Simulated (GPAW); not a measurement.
# Dielectric function and optical constants of SiO2 (Stishovite), part 2 of 2

Wanted: where SiO2 (Stishovite) starts to absorb, how strongly, and its refractive index.

GPAW 26.7.0; DFT, PBE, plane-wave PAW (GPAW data sets), scalar-relativistic, RPA, optical limit.

So far. Step 2 (Ground state): There is a gap, 5.58 eV on this mesh (points off the mesh can give less), so no carriers' term is needed.

### 4. Dielectric function, RPA (continued)

The Im ε has structure finer than the step of the table below, so its rows give means over 0.5 eV, whole bins alone (the curve runs from 0 to 19.9 eV). Peaks (eV: height): E ∥ x 12.42: 5.14, 14.22: 5.93, 16.13: 6.26; E ∥ z 12.67: 8.54.

Sum at mesh points, not converged in k; values under the direct gap are tails of Lorentzian lines. Im ε against photon energy; means over each step:

| photon energy (eV) | E ∥ x | E ∥ z |
| --- | --- | --- |
| 0.5 | 0.00131 | 0.00134 |
| 1.0 | 0.00266 | 0.00270 |
| 1.5 | 0.00407 | 0.00412 |
| 2.0 | 0.00559 | 0.00563 |
| 2.5 | 0.00728 | 0.00727 |
| 3.0 | 0.00920 | 0.00908 |
| 3.5 | 0.0115 | 0.0111 |
| 4.0 | 0.0143 | 0.0135 |
| 4.5 | 0.0179 | 0.0163 |
| 5.0 | 0.0231 | 0.0198 |
| 5.5 | 0.0322 | 0.0243 |
| 6.0 | 0.0707 | 0.0303 |
| 6.5 | 0.219 | 0.0418 |
| 7.0 | 0.462 | 0.0572 |
| 7.5 | 0.594 | 0.122 |
| 8.0 | 0.729 | 0.407 |
| 8.5 | 0.923 | 0.745 |
| 9.0 | 1.15 | 0.768 |
| 9.5 | 1.91 | 1.66 |
| 10.0 | 2.34 | 1.97 |
| 10.5 | 2.01 | 2.38 |
| 11.0 | 2.34 | 2.88 |
| 11.5 | 2.82 | 5.05 |
| 12.0 | 4.30 | 6.60 |
| 12.5 | 4.78 | 7.83 |
| 13.0 | 4.46 | 7.29 |
| 13.5 | 4.42 | 6.53 |
| 14.0 | 5.73 | 4.76 |
| 14.5 | 5.06 | 4.90 |
| 15.0 | 5.20 | 4.79 |
| 15.5 | 5.43 | 4.87 |
| 16.0 | 6.01 | 5.01 |
| 16.5 | 5.05 | 4.54 |
| 17.0 | 4.49 | 3.82 |
| 17.5 | 3.85 | 4.15 |
| 18.0 | 3.44 | 3.80 |
| 18.5 | 2.78 | 3.19 |
| 19.0 | 2.39 | 2.97 |
| 19.5 | 1.98 | 2.66 |

The reflectivity at normal incidence has structure finer than the step of the table below, so its rows give means over 1 eV, whole bins alone (the curve runs from 0 to 19.9 eV). Peaks (eV: height): E ∥ x 12.4: 24.2, 14.2: 27.9, 18.6: 39.8; E ∥ z 13.6: 34.9, 16.4: 34.7, 18.0: 40.5.

Sum at mesh points, not converged in k. Reflectivity at normal incidence against photon energy; means over each step:

| photon energy (eV) | E ∥ x (%) | E ∥ z (%) |
| --- | --- | --- |
| 1 | 8.24 | 8.88 |
| 2 | 8.41 | 9.05 |
| 3 | 8.70 | 9.34 |
| 4 | 9.16 | 9.77 |
| 5 | 9.88 | 10.4 |
| 6 | 11.1 | 11.3 |
| 7 | 12.5 | 12.8 |
| 8 | 13.4 | 15.1 |
| 9 | 15.6 | 17.2 |
| 10 | 16.3 | 19.3 |
| 11 | 17.4 | 22.7 |
| 12 | 22.3 | 29.4 |
| 13 | 21.6 | 32.7 |
| 14 | 25.7 | 28.9 |
| 15 | 25.4 | 27.2 |
| 16 | 32.1 | 30.4 |
| 17 | 34.8 | 30.8 |
| 18 | 37.3 | 35.8 |
| 19 | 38.0 | 37.3 |

The loss function −Im 1/ε at q → 0 has structure finer than the step of the table below, so its rows give means over 0.5 eV, whole bins alone (the curve runs from 0 to 19.9 eV). Peaks (eV: height): E ∥ x 19.81: 0.480; E ∥ z 14.04: 0.218, 17.07: 0.265.

Sum at mesh points, not converged in k; values under the direct gap are tails of Lorentzian lines. The loss function −Im 1/ε at q → 0 by energy loss; means over each step:

| energy loss (eV) | E ∥ x | E ∥ z |
| --- | --- | --- |
| 0.5 | 1.2e-4 | 1.1e-4 |
| 1.0 | 2.5e-4 | 2.3e-4 |
| 1.5 | 3.8e-4 | 3.5e-4 |
| 2.0 | 5.1e-4 | 4.7e-4 |
| 2.5 | 6.6e-4 | 6.0e-4 |
| 3.0 | 8.1e-4 | 7.3e-4 |
| 3.5 | 9.8e-4 | 8.7e-4 |
| 4.0 | 0.00117 | 0.00102 |
| 4.5 | 0.00140 | 0.00118 |
| 5.0 | 0.00171 | 0.00136 |
| 5.5 | 0.00222 | 0.00158 |
| 6.0 | 0.00431 | 0.00184 |
| 6.5 | 0.0123 | 0.00233 |
| 7.0 | 0.0245 | 0.00289 |
| 7.5 | 0.0300 | 0.00515 |
| 8.0 | 0.0349 | 0.0154 |
| 8.5 | 0.0386 | 0.0261 |
| 9.0 | 0.0444 | 0.0240 |
| 9.5 | 0.0623 | 0.0413 |
| 10.0 | 0.0871 | 0.0491 |
| 10.5 | 0.0806 | 0.0531 |
| 11.0 | 0.0751 | 0.0549 |
| 11.5 | 0.0773 | 0.0581 |
| 12.0 | 0.0931 | 0.0832 |
| 12.5 | 0.123 | 0.0963 |
| 13.0 | 0.145 | 0.130 |
| 13.5 | 0.130 | 0.151 |
| 14.0 | 0.136 | 0.205 |
| 14.5 | 0.175 | 0.196 |
| 15.0 | 0.170 | 0.202 |
| 15.5 | 0.169 | 0.203 |
| 16.0 | 0.163 | 0.198 |
| 16.5 | 0.194 | 0.216 |
| 17.0 | 0.214 | 0.258 |
| 17.5 | 0.236 | 0.238 |
| 18.0 | 0.248 | 0.230 |
| 18.5 | 0.281 | 0.276 |
| 19.0 | 0.329 | 0.274 |
| 19.5 | 0.370 | 0.287 |

The Im ε, E ∥ x has structure finer than the step of the table below, so its rows give means over 0.5 eV, whole bins alone (the curve runs from 0 to 19.9 eV). Peaks (eV: height): without local fields 10.03: 2.70, 12.42: 5.33, 14.22: 5.89, 16.13: 5.84; with local fields 12.42: 5.14, 14.22: 5.93, 16.13: 6.26.

Sum at mesh points, not converged in k; values under the direct gap are tails of Lorentzian lines. Table of Im ε, E ∥ x by photon energy; means over each step:

| photon energy (eV) | without local fields | with local fields |
| --- | --- | --- |
| 0.5 | 0.00135 | 0.00131 |
| 1.0 | 0.00273 | 0.00266 |
| 1.5 | 0.00418 | 0.00407 |
| 2.0 | 0.00574 | 0.00559 |
| 2.5 | 0.00748 | 0.00728 |
| 3.0 | 0.00945 | 0.00920 |
| 3.5 | 0.0118 | 0.0115 |
| 4.0 | 0.0147 | 0.0143 |
| 4.5 | 0.0184 | 0.0179 |
| 5.0 | 0.0238 | 0.0231 |
| 5.5 | 0.0332 | 0.0322 |
| 6.0 | 0.0730 | 0.0707 |
| 6.5 | 0.226 | 0.219 |
| 7.0 | 0.475 | 0.462 |
| 7.5 | 0.608 | 0.594 |
| 8.0 | 0.756 | 0.729 |
| 8.5 | 0.968 | 0.923 |
| 9.0 | 1.23 | 1.15 |
| 9.5 | 2.05 | 1.91 |
| 10.0 | 2.46 | 2.34 |
| 10.5 | 2.07 | 2.01 |
| 11.0 | 2.51 | 2.34 |
| 11.5 | 3.00 | 2.82 |
| 12.0 | 4.60 | 4.30 |
| 12.5 | 4.94 | 4.78 |
| 13.0 | 4.60 | 4.46 |
| 13.5 | 4.62 | 4.42 |
| 14.0 | 5.74 | 5.73 |
| 14.5 | 5.01 | 5.06 |
| 15.0 | 5.06 | 5.20 |
| 15.5 | 5.11 | 5.43 |
| 16.0 | 5.63 | 6.01 |
| 16.5 | 4.70 | 5.05 |
| 17.0 | 4.22 | 4.49 |
| 17.5 | 3.73 | 3.85 |
| 18.0 | 3.38 | 3.44 |
| 18.5 | 2.82 | 2.78 |
| 19.0 | 2.52 | 2.39 |
| 19.5 | 2.15 | 1.98 |

Optical constants at common wavelengths, from n + ik = √ε:

| wavelength (nm) | n x | k x | R (%) x | 1/α x | n z | k z | R (%) z | 1/α z |
| --- | --- | --- | --- | --- | --- | --- | --- | --- |
| 1550 | 1.80 | 0.001 | 8.2 | 211 µm | 1.85 | 0.001 | 8.9 | 212 µm |
| 1064 | 1.81 | 0.001 | 8.3 | 98 µm | 1.85 | 0.001 | 8.9 | 99 µm |
| 532 | 1.82 | 0.002 | 8.5 | 23 µm | 1.87 | 0.002 | 9.1 | 24 µm |
| 405 | 1.84 | 0.003 | 8.7 | 13 µm | 1.88 | 0.002 | 9.4 | 13 µm |
| 365 | 1.85 | 0.003 | 8.9 | 9.8 µm | 1.89 | 0.003 | 9.5 | 10 µm |
| 308 | 1.87 | 0.004 | 9.2 | 6.4 µm | 1.91 | 0.004 | 9.8 | 6.9 µm |
| 248 | 1.92 | 0.006 | 9.9 | 3.3 µm | 1.95 | 0.005 | 10.4 | 3.9 µm |

Below the direct gap, k and the depth come from the tails of the Lorentzian lines, not from transitions.

### 5. Results

| Property | Result |
| --- | --- |
| electronic dielectric constant ε∞, mean over x, y and z (by symmetry where fewer were run) (RPA) | 3.30 |

**Reading.** At this level (PBE, RPA) SiO2 has a mean ε∞ = 3.30 and n = 1.80 at 1550 nm (E ∥ x). On the mesh the gap is 5.58 eV and the least direct gap 5.58 eV. Local fields change the static value along x from 3.27 to 3.25 (-1 %). The static values by axis are 3.25 (x), 3.41 (z). Excitons and phonon-assisted transitions are missing; PBE gaps are as a rule too small, which pulls the onset down and ε∞ up. In this version of GPAW the matrix elements of the optical limit are incomplete, which can lower ε − 1 by up to a tenth where first-row anions or d states rule, and shift it by more in d metals. The sum runs over mesh points 0.25 Å⁻¹ apart with no interpolation, so peaks are partly noise of the mesh and static values carry its error.

[Hosts, paths, dates, database ids (printed as entryN), source tags and the programs' standing remarks are cut or masked in the printed files.]
